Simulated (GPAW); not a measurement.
```json
{"subject": "Quasiparticle gap of LiHF2 (C2/m) in GPAW", "lattice_ang": [[2.5475, -1.5349, 0.0], [2.5475, 1.5349, 0.0], [-2.5269, -0.0, 4.2015]], "atoms": [["Li", 0.0, 0.0, 0.0], ["H", 0.0, 0.0, 0.5], ["F", 0.2098, 0.2098, 0.7507], ["F", 0.7902, 0.7902, 0.2493]], "method": "DFT, LDA, plane waves, PAW (and 1 further level or step)", "program": "GPAW 26.7.0", "settings": "cutoff 600 eV, GPAW PAW setups 1.2.1 data release, 4×4×2 k-mesh, nbands 120", "cost": "4 runs, 51 s in all on 4 MPI ranks of Arm Neoverse V1, shared host", "notes": "The cell and positions are those that the Materials Project relaxed with its own functionals (PBE, PBE+U or r2SCAN), kept fixed. The 4×4×2 mesh is coarse for this cell, which bears on the long-range parts of exchange and screening.", "results": {"lda_gap": "8.15 eV, indirect", "g0w0_gap_on_the_mesh": "12.47 eV", "gw_settings": "4×4×2 mesh, 51 bands, screening to 78 eV, Godby-Needs plasmon pole", "known_limits": "short of the basis limit; coarse k mesh"}}
```

[Long decimals in the printed logs are rounded to 6 places.]

[Logs are printed without paths, hosts, clocks, repeated set-up lines and the standing remarks that a program may print on its own settings, such as how far it seeks lower states.]

[Paths, hosts, dates, memory and timing lines, banners, echoed tables and standing remarks are left out of the program output; an Ansatz launch command may be rebuilt from the run's recorded settings. Measured values are a selection of at most five: reports struck by readers or far from the other reports are left out. None is set beside runs whose start may be inverted or whose files or cutoffs have a known fault.]

[Runs of the session that timed out or met a known fault of the program may be left out.]

[Hosts, paths, dates, database ids (printed as entryN), source tags and the programs' standing remarks are cut or masked in the printed files.]

[Where the starting crystal was built by hand or by swapping elements, it need not be the compound's stable phase.]
